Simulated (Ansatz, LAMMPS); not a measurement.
# Relaxing ionic liquid triethylsulfonium TFSI- with water, from a frame at 300 K (120 atoms)

Aim: bring ionic liquid triethylsulfonium TFSI- with water, from a frame at 300 K (120 atoms) to a nearby minimum of the energy and see what moves.

Program: Ansatz 0.2.0. Level of theory: Kohn-Sham DFT, PBE+D4, PAW (set soft_2), plane waves. Results are calculated unless marked as measured.

Report form: the programs' logs are mostly left out.

**1. The starting structure**

The cell holds 120 atoms: 24 C, 9 S, 51 H, 3 N, 15 O and 18 F. Cell: a = 10.614 Å, b = 10.614 Å, c = 10.614 Å, α = 90.0°, β = 90.0°, γ = 90.0°. 3 triethylsulfonium, 3 TFSI-, 3 H2O placed at random, at 1.74 g/cm³; overlaps pushed apart, then 10 ps at 700 K with MMFF94 bonds, angles, torsions, charges and radii (Halgren, J. Comput. Chem. 17, 490 (1996)) in harmonic and 12-6 forms; SPC/E water (Berendsen, Grigera and Straatsma, J. Phys. Chem. 91, 6269 (1987)); charges of ions scaled by 0.8. Snapshot after 30 ps at 300 K and fixed volume.

Before any run, some limits are plain. The network of contacts between molecules at the start is that of the classical potential that made the cell. The Brillouin zone is sampled at Γ only, in a cell whose shortest periodic width is 11 Å.

**2. Making the structure**

A classical potential makes the cell, at a small fraction of what the same run would cost in DFT.

This step: classical MD, MMFF94 bonds, angles, torsions, charges and radii (Halgren, J. Comput. Chem. 17, 490 (1996)) in harmonic and 12-6 forms; SPC/E water (Berendsen, Grigera and Straatsma, J. Phys. Chem. 91, 6269 (1987)); charges of ions scaled by 0.8 (LAMMPS 22 Jul 2025 - Update 4).

in.lmp reads:

```
# ionic liquid triethylsulfonium TFSI- with water
units real
atom_style full
boundary p p p
bond_style harmonic
angle_style harmonic
dihedral_style opls
improper_style harmonic
special_bonds lj 0 0 0.5 coul 0 0 0.75
read_data data.lmp
neigh_modify delay 0 every 1 check yes one 4000
comm_modify cutoff 12.0
timestep 0.5
thermo_style custom step time temp pe press density
thermo_modify norm yes
# push overlapping molecules apart
pair_style soft 2.6
pair_coeff * * 0.0
variable a equal ramp(1,60)
fix ad all adapt 1 pair soft a * * v_a
velocity all create 700 449863 mom yes dist gaussian
fix lim all nve/limit 0.03
fix lan all langevin 700 700 50 449864 zero yes
thermo 1000
run 3000 post no
unfix ad
pair_style lj/cut/coul/long 9.0
pair_modify mix arithmetic tail yes
pair_coeff 1 1 0.0678 3.3680   # C
pair_coeff 2 2 0.2681 3.6400   # S
pair_coeff 3 3 0.0216 2.5400   # H
pair_coeff 4 4 0.0721 3.5530   # N
pair_coeff 5 5 0.2681 3.4180   # S
pair_coeff 6 6 0.0763 3.0960   # O
# [... 22 lines left out ...]
compute msd all msd com yes
thermo 7500
fix md all nvt temp 300 300 100
run 30000 post no
print "== T300: mean square displacement over the hold $(c_msd[4]:%.2f) A^2"
unfix md
uncompute msd
write_dump all custom T300.dump id type xs ys zs modify sort id
```

On the command line:

```
lmp -in in.lmp -log none -nocite
```

Run time: 22 s. Hardware: 1 thread of Arm Neoverse V2, shared host; peak memory 0.12 GiB.

The input also reads data.lmp (atoms, bonds and types; not printed here).

**3. Single point at the start**

A single point comes first, to see the forces before anything moves.

input.yaml reads:

```yaml
crystal:
  lattice:
    - [10.61386, 0.0, 0.0]
    - [0.0, 10.61386, 0.0]
    - [0.0, 0.0, 10.61386]
  atoms:
    - { symbol: C, position: [0.4396, 0.58647, 0.50246] }
    - { symbol: C, position: [0.31244, 0.62946, 0.56897] }
    - { symbol: S, position: [0.21592, 0.7152, 0.44989] }
    - { symbol: C, position: [0.0962, 0.76861, 0.56183] }
    - { symbol: C, position: [0.00094, 0.67019, 0.60016] }
    - { symbol: C, position: [0.30663, 0.85864, 0.46522] }
    - { symbol: C, position: [0.36161, 0.89397, 0.34154] }
    - { symbol: H, position: [0.43194, 0.51121, 0.4303] }
    - { symbol: H, position: [0.47958, 0.66398, 0.44379] }
    - { symbol: H, position: [0.51021, 0.55732, 0.57134] }
    - { symbol: H, position: [0.26095, 0.54843, 0.59748] }
    - { symbol: H, position: [0.33634, 0.6921, 0.65145] }
    - { symbol: H, position: [0.13732, 0.80933, 0.64511] }
    - { symbol: H, position: [0.04966, 0.846, 0.51353] }
    - { symbol: H, position: [0.93802, 0.66577, 0.51901] }
    - { symbol: H, position: [0.93785, 0.71334, 0.67038] }
    - { symbol: H, position: [0.03317, 0.5734, 0.62159] }
    - { symbol: H, position: [0.23908, 0.93283, 0.47412] }
    - { symbol: H, position: [0.37676, 0.86844, 0.54597] }
    - { symbol: H, position: [0.29148, 0.89121, 0.26427] }
    - { symbol: H, position: [0.42682, 0.82345, 0.31008] }
    - { symbol: H, position: [0.4003, 0.98588, 0.3514] }
    - { symbol: C, position: [0.29711, 0.97802, 0.79322] }
    - { symbol: C, position: [0.38884, 0.99283, 0.9057] }
    - { symbol: S, position: [0.46517, 0.84373, 0.92977] }
    - { symbol: C, position: [0.56243, 0.89675, 0.06813] }
    - { symbol: C, position: [0.61622, 0.78746, 0.14448] }
    - { symbol: C, position: [0.59348, 0.86075, 0.81013] }
    - { symbol: C, position: [0.69846, 0.76548, 0.83307] }
    - { symbol: H, position: [0.23748, 0.05569, 0.78826] }
    - { symbol: H, position: [0.2407, 0.89451, 0.81273] }
    - { symbol: H, position: [0.35083, 0.96631, 0.70479] }
    - { symbol: H, position: [0.33835, 0.01717, 0.99986] }
    - { symbol: H, position: [0.44962, 0.07268, 0.88024] }
    - { symbol: H, position: [0.49497, 0.94702, 0.12645] }
    - { symbol: H, position: [0.63589, 0.95549, 0.02865] }
    - { symbol: H, position: [0.65399, 0.82893, 0.23398] }
    - { symbol: H, position: [0.54757, 0.72488, 0.183] }
    - { symbol: H, position: [0.68579, 0.73497, 0.08708] }
    - { symbol: H, position: [0.55, 0.84329, 0.72064] }
    - { symbol: H, position: [0.62496, 0.96025, 0.80957] }
    - { symbol: H, position: [0.77236, 0.78736, 0.90292] }
    - { symbol: H, position: [0.74186, 0.74879, 0.7441] }
    - { symbol: H, position: [0.664, 0.67577, 0.86874] }
    - { symbol: C, position: [0.77749, 0.50053, 0.36309] }
    - { symbol: C, position: [0.66286, 0.45544, 0.28711] }
    - { symbol: S, position: [0.71964, 0.36098, 0.16154] }
    - { symbol: C, position: [0.75918, 0.48064, 0.04453] }
    - { symbol: C, position: [0.82023, 0.42084, 0.92957] }
    - { symbol: C, position: [0.56653, 0.32985, 0.09416] }
    - { symbol: C, position: [0.52084, 0.20686, 0.14499] }
    - { symbol: H, position: [0.81797, 0.57907, 0.3113] }
    - { symbol: H, position: [0.7391, 0.55502, 0.4479] }
    - { symbol: H, position: [0.84646, 0.42207, 0.38405] }
    - { symbol: H, position: [0.59853, 0.4004, 0.34263] }
    - { symbol: H, position: [0.6068, 0.53698, 0.25017] }
    - { symbol: H, position: [0.67448, 0.53136, 0.01869] }
    - { symbol: H, position: [0.82442, 0.54044, 0.0975] }
    - { symbol: H, position: [0.78378, 0.32178, 0.9194] }
    - { symbol: H, position: [0.79294, 0.48038, 0.85073] }
    - { symbol: H, position: [0.92271, 0.40911, 0.93669] }
    - { symbol: H, position: [0.50071, 0.40013, 0.11344] }
    - { symbol: H, position: [0.57379, 0.3124, 0.99696] }
    - { symbol: H, position: [0.59895, 0.14555, 0.13691] }
    - { symbol: H, position: [0.4512, 0.1625, 0.08561] }
    - { symbol: H, position: [0.50348, 0.20395, 0.24566] }
    - { symbol: "N", position: [0.14125, 0.13017, 0.33044] }
    - { symbol: S, position: [0.16059, 0.22916, 0.22319] }
    - { symbol: O, position: [0.20534, 0.17604, 0.10576] }
    - { symbol: O, position: [0.22466, 0.34752, 0.25642] }
    - { symbol: C, position: [0.9988, 0.26562, 0.19666] }
    - { symbol: F, position: [0.96909, 0.2334, 0.07307] }
    - { symbol: F, position: [0.97942, 0.38978, 0.2088] }
    - { symbol: F, position: [0.91655, 0.20556, 0.27371] }
    - { symbol: S, position: [0.12854, 0.19719, 0.45667] }
    - { symbol: O, position: [0.06994, 0.32172, 0.46007] }
    - { symbol: O, position: [0.08992, 0.12629, 0.56677] }
    - { symbol: C, position: [0.29324, 0.23444, 0.48164] }
    [... 36 atom lines left out ...]
    - { symbol: O, position: [0.4208, 0.52425, 0.86047] }
    - { symbol: H, position: [0.38339, 0.43817, 0.85221] }
    - { symbol: H, position: [0.35226, 0.58686, 0.87658] }
    - { symbol: O, position: [0.068, 0.30112, 0.76891] }
    - { symbol: H, position: [0.01222, 0.37389, 0.74722] }
    - { symbol: H, position: [0.05398, 0.23133, 0.70718] }
kpoints:
  mp_grid: { grid: [1, 1, 1] }
hamiltonian:
  xc: pbe
  dispersion: d4
scf:
  occupations: { method: fixed }
output:
  forces: true
  stress: true
  populations: intrinsic
  dos:
    method: { smearing: { sigma: 0.08 } }
    de: 0.1
    projected: { site_lists: { C: [C], F: [F], H: [H], "N": ["N"], O: [O] } }
  eigenvalues: true
```

On the command line:

```
ansatz run input.yaml --threads 4 --pin off --max-ram 8192MiB --backend cpu --events-out ev --progress --plain --runs-dir out
```

Elapsed: 17 s, on 4 threads of Arm Neoverse V2, shared host; peak memory 1.5 GiB; 65 s of CPU time.

The run gave:

| Quantity | Value |
| --- | --- |
| free energy | -39150.8061 eV |
| free energy per atom | -326.2567 eV/atom |
| SCF cycles | 10 |
| pressure | 2.8 GPa |
| r.m.s. force component | 0.9648 eV/Å |
| longest force | 5.056 eV/Å |
| Fermi energy | 1.061 eV |
| gap (highest filled to lowest empty level) | 3.814 eV |

The r.m.s. force component of 0.96 eV/Å and the pressure of 2.8 GPa set the starting point.

Neighbours are counted within 1.34 Å (H-C), 1.21 Å (H-O), 1.85 Å (C-C), 1.62 Å (C-F), 2.21 Å (C-S), 1.93 Å (O-S), 1.98 Å (S-N).

Length of the force by element and coordination:

| element | coordination | atoms | mean length of the force (eV/Å) | spread | least | most |
| --- | --- | --- | --- | --- | --- | --- |
| C | all | 24 | 1.83 | 0.758 | 0.826 | 3.79 |
| F | all | 18 | 1.17 | 0.474 | 0.428 | 2.22 |
| H | all | 51 | 0.971 | 0.452 | 0.243 | 2.11 |
| N | all | 3 | 1.72 | 0.463 | 1.39 | 2.38 |
| O | all | 15 | 1.27 | 0.827 | 0.342 | 3.54 |
| O | 1 | 12 | 1.47 | 0.803 | 0.566 | 3.54 |
| O | 2 | 3 | 0.458 | 0.124 | 0.342 | 0.629 |
| S | all | 9 | 3.33 | 1.06 | 2.21 | 5.06 |
| S | 3 | 3 | 2.46 | 0.335 | 2.21 | 2.93 |
| S | 4 | 6 | 3.77 | 1.02 | 2.37 | 5.06 |

**4. Cell and atoms relaxed**

The cell is relaxed with the atoms, since the starting lattice needn't suit this functional.

input.yaml, the sections that differ from step 3:

```yaml
output:
  forces: true
relax:
  f_tol: 0.05
  max_steps: 200
  cell: {}
# crystal, kpoints, hamiltonian, scf: as in step 3
```

The job ended after 9.9 min (4 threads; peak memory 1.5 GiB).

The steps of the relaxation (22 of 58):

| step | energy less that of the first step (eV) | largest force component (eV/Å) | pressure (GPa) | volume (Å³) |
| --- | --- | --- | --- | --- |
| 1 | 0.0000 | 3.7221 | 2.80 | 1195.69 |
| 4 | -6.8257 | 0.9702 | -0.23 | 1279.57 |
| 6 | -7.2698 | 0.3743 | -0.01 | 1280.31 |
| 9 | -7.4164 | 0.3833 | -0.29 | 1278.40 |
| 12 | -7.4893 | 0.4106 | 0.21 | 1278.04 |
| 15 | -7.5300 | 0.3272 | 0.15 | 1277.86 |
| 17 | -7.5737 | 0.0598 | -0.02 | 1276.85 |
| 20 | -7.6243 | 0.1932 | -0.16 | 1277.79 |
| 23 | -7.6661 | 0.1112 | -0.04 | 1277.49 |
| 25 | -7.6731 | 0.2039 | 0.03 | 1278.56 |
| 28 | -7.7074 | 0.2390 | -0.10 | 1278.00 |
| 31 | -7.7270 | 0.0699 | 0.04 | 1277.04 |
| 34 | -7.7273 | 0.0443 | -0.02 | 1279.97 |
| 36 | -7.9741 | 0.2067 | -0.05 | 1344.40 |
| 39 | -8.0588 | 0.1349 | 0.01 | 1330.75 |
| 42 | -8.0476 | 0.0390 | -0.04 | 1336.29 |
| 44 | -8.0442 | 0.0445 | -0.03 | 1338.36 |
| 47 | -8.0373 | 0.0576 | -0.06 | 1341.29 |
| 50* | -8.3190 | 0.0446 | 0.10 | 1341.66 |
| 53 | -8.2738 | 0.0354 | -0.03 | 1362.12 |
| 55 | -8.3444 | 0.0832 | -0.08 | 1363.87 |
| 58* | -8.3578 | 0.0212 | 0.00 | 1365.64 |

Relaxation steps marked * repeat the geometry before them on a plane-wave basis chosen anew for their cell, so energy and pressure can jump there. Other such steps can lie between the rows shown. Relaxation steps 15, 25, 38 were tried and not accepted.

| cell as run | before | after | change |
| --- | --- | --- | --- |
| a (Å) | 10.614 | 11.194 | +5.5 % |
| b (Å) | 10.614 | 10.963 | +3.3 % |
| c (Å) | 10.614 | 11.175 | +5.3 % |
| α (°) | 90.00 | 88.85 | -1.3 % |
| β (°) | 90.00 | 87.16 | -3.2 % |
| γ (°) | 90.00 | 94.23 | +4.7 % |
| volume (Å³/atom) | 9.96 | 11.38 | +14.2 % |

The atoms that moved most (Å, as changes of fractional coordinates times the final cell):

| atom | dx | dy | dz | length |
| --- | --- | --- | --- | --- |
| H16 | -0.745 | -1.591 | -1.112 | 2.080 |
| H15 | 0.523 | -1.988 | -0.271 | 2.074 |
| H14 | -0.904 | -1.463 | -1.089 | 2.035 |
| H19 | -1.877 | 0.339 | -0.570 | 1.991 |
| F81 | 0.197 | 1.910 | 0.264 | 1.938 |
| H9 | -0.788 | 1.167 | 1.243 | 1.878 |
| H18 | -1.297 | -0.570 | -1.202 | 1.858 |
| H13 | -1.418 | -0.497 | -0.961 | 1.783 |

The relaxation changed the energy by -69.6 meV/atom, and atoms moved by 0.93 Å r.m.s., 2.1 Å at most.

**5. Local order after relaxation**

Bonds before and after, by the cutoffs listed below:

| pair | bonds before | bonds after | mean before (Å) | mean after (Å) | spread before (Å) | spread after (Å) |
| --- | --- | --- | --- | --- | --- | --- |
| H-C | 45 | 45 | 1.093 | 1.097 | 0.026 | 0.002 |
| H-O | 6 | 6 | 1.000 | 0.981 | 0.000 | 0.008 |
| C-C | 9 | 9 | 1.526 | 1.520 | 0.029 | 0.001 |
| C-F | 18 | 18 | 1.365 | 1.345 | 0.023 | 0.008 |
| C-S | 15 | 15 | 1.822 | 1.848 | 0.034 | 0.033 |
| O-S | 12 | 12 | 1.454 | 1.454 | 0.023 | 0.004 |
| S-N | 6 | 6 | 1.557 | 1.598 | 0.020 | 0.006 |

Density 1.52 g/cm³, 11.38 Å³ an atom.

g(r), total and by pair (bins of 0.2 Å):

| r (Å) | total | H-H | H-C | H-F | H-O | H-S | H-N |
| --- | --- | --- | --- | --- | --- | --- | --- |
| 0.90 | 0.48 | 0.00 | 0.00 | 0.00 | 4.48 | 0.00 | 0.00 |
| 1.10 | 2.93 | 0.00 | 17.25 | 0.00 | 0.00 | 0.00 | 0.00 |
| 1.30 | 0.76 | 0.00 | 0.00 | 0.00 | 0.00 | 0.00 | 0.00 |
| 1.50 | 0.93 | 0.54 | 0.00 | 0.00 | 0.00 | 0.00 | 0.00 |
| 1.70 | 0.97 | 4.78 | 0.00 | 0.00 | 0.45 | 0.00 | 0.00 |
| 1.90 | 0.37 | 0.00 | 0.00 | 0.00 | 0.38 | 0.00 | 0.00 |
| 2.10 | 1.01 | 0.18 | 3.98 | 0.00 | 0.17 | 0.00 | 0.00 |
| 2.30 | 0.53 | 0.85 | 0.27 | 0.10 | 0.78 | 3.64 | 0.00 |
| 2.50 | 0.99 | 3.23 | 0.00 | 0.46 | 1.28 | 0.20 | 0.58 |
| 2.70 | 1.04 | 1.27 | 0.41 | 0.88 | 0.58 | 0.17 | 0.00 |
| 2.90 | 1.04 | 0.85 | 1.51 | 0.56 | 0.94 | 1.35 | 0.00 |
| 3.10 | 1.07 | 1.52 | 0.79 | 1.17 | 1.10 | 1.60 | 0.75 |
| 3.30 | 0.83 | 0.46 | 0.94 | 0.93 | 0.93 | 0.34 | 1.30 |
| 3.50 | 0.83 | 0.95 | 0.94 | 0.97 | 0.58 | 0.48 | 0.29 |
| 3.70 | 1.03 | 0.67 | 1.23 | 1.03 | 1.04 | 2.00 | 0.00 |
| 3.90 | 1.00 | 1.41 | 0.94 | 0.51 | 1.12 | 0.76 | 0.23 |
| 4.10 | 0.87 | 0.67 | 0.82 | 1.09 | 1.10 | 0.85 | 1.68 |
| 4.30 | 0.99 | 1.20 | 1.15 | 0.89 | 1.20 | 0.58 | 1.36 |
| 4.50 | 1.01 | 0.86 | 1.30 | 1.16 | 0.79 | 0.88 | 1.03 |
| 4.70 | 1.10 | 1.09 | 0.99 | 1.40 | 1.15 | 1.44 | 1.13 |
| 4.90 | 1.03 | 1.13 | 1.27 | 1.04 | 0.91 | 0.89 | 0.89 |
| 5.10 | 1.07 | 0.84 | 0.95 | 1.25 | 1.01 | 0.96 | 1.64 |
| 5.30 | 0.99 | 1.02 | 1.00 | 1.22 | 1.06 | 1.01 | 0.76 |

Bonds by pair of elements; cutoffs follow the first minimum of g(r), held within bounds set by covalent radii, and pairs that aren't listed don't count as bonded:

| pair A-B | cutoff (Å) | bonds | mean length (Å) | spread (Å) | shortest (Å) | B about A | A about B |
| --- | --- | --- | --- | --- | --- | --- | --- |
| H-C | 1.34 | 45 | 1.10 | 0.002 | 1.09 | 0.882 | 1.88 |
| H-O | 1.21 | 6 | 0.981 | 0.008 | 0.973 | 0.118 | 0.4 |
| C-C | 1.85 | 9 | 1.52 | 0.001 | 1.52 | 0.75 | 0.75 |
| C-F | 1.62 | 18 | 1.34 | 0.008 | 1.33 | 0.75 | 1 |
| C-S | 2.21 | 15 | 1.85 | 0.033 | 1.82 | 0.625 | 1.67 |
| O-S | 1.88 | 12 | 1.45 | 0.004 | 1.45 | 0.8 | 1.33 |
| S-N | 2.02 | 6 | 1.60 | 0.006 | 1.59 | 0.667 | 2 |

How many atoms have how many bonded neighbours:

| element | mean | 1 | 2 | 3 | 4 |
| --- | --- | --- | --- | --- | --- |
| C | 4 | 0 | 0 | 0 | 24 |
| F | 1 | 18 | 0 | 0 | 0 |
| H | 1 | 51 | 0 | 0 | 0 |
| N | 2 | 0 | 3 | 0 | 0 |
| O | 1.2 | 12 | 3 | 0 | 0 |
| S | 3.67 | 0 | 0 | 3 | 6 |

Bond angles, per cent of each kind in bins of 5°:

| angle (°) | C-C-H | H-C-H | F-C-F | F-C-S | H-C-S |
| --- | --- | --- | --- | --- | --- |
| 100–105 | 0.0 | 0.0 | 0.0 | 0.0 | 44.4 |
| 105–110 | 22.2 | 97.2 | 100.0 | 50.0 | 55.6 |
| 110–115 | 77.8 | 2.8 | 0.0 | 50.0 | 0.0 |

Bond angles (no mean is given where the spread exceeds 20°):

| angle | count | mean (°) | spread (°) |
| --- | --- | --- | --- |
| C-C-H | 45 | 111 | 1.9 |
| H-C-H | 36 | 108 | 0.9 |
| F-C-F | 18 | 109 | 0.7 |
| F-C-S | 18 | 110 | 1.1 |
| H-C-S | 18 | 106 | 2 |

Bond length by coordination (bonds to H left out):

| element | coordination | atoms | mean bond length (Å) |
| --- | --- | --- | --- |
| O | 1 | 12 | 1.45 |
| S | 3 | 3 | 1.82 |
| S | 4 | 6 | 1.60 |

Counting bonds as in the table, all C atoms have 4, all F atoms have 1, all H atoms have 1 and all N atoms have 2 bonded neighbours. The C-C-H angle averages 111° with a spread of 1.9°.

(Continued in part 2 of 2.)

[Logs are printed without paths, hosts, clocks, repeated set-up lines and the standing remarks that a program may print on its own settings, such as how far it seeks lower states.]

[Hosts, paths, dates, database ids (printed as entryN), source tags and the programs' standing remarks are cut or masked in the printed files.]

[The MMFF94 radii named for the starting cell were scaled by 0.96; in molecules described by MMFF94, hydrogen bound to N, O or S took a small fixed 12-6 site in their place.]
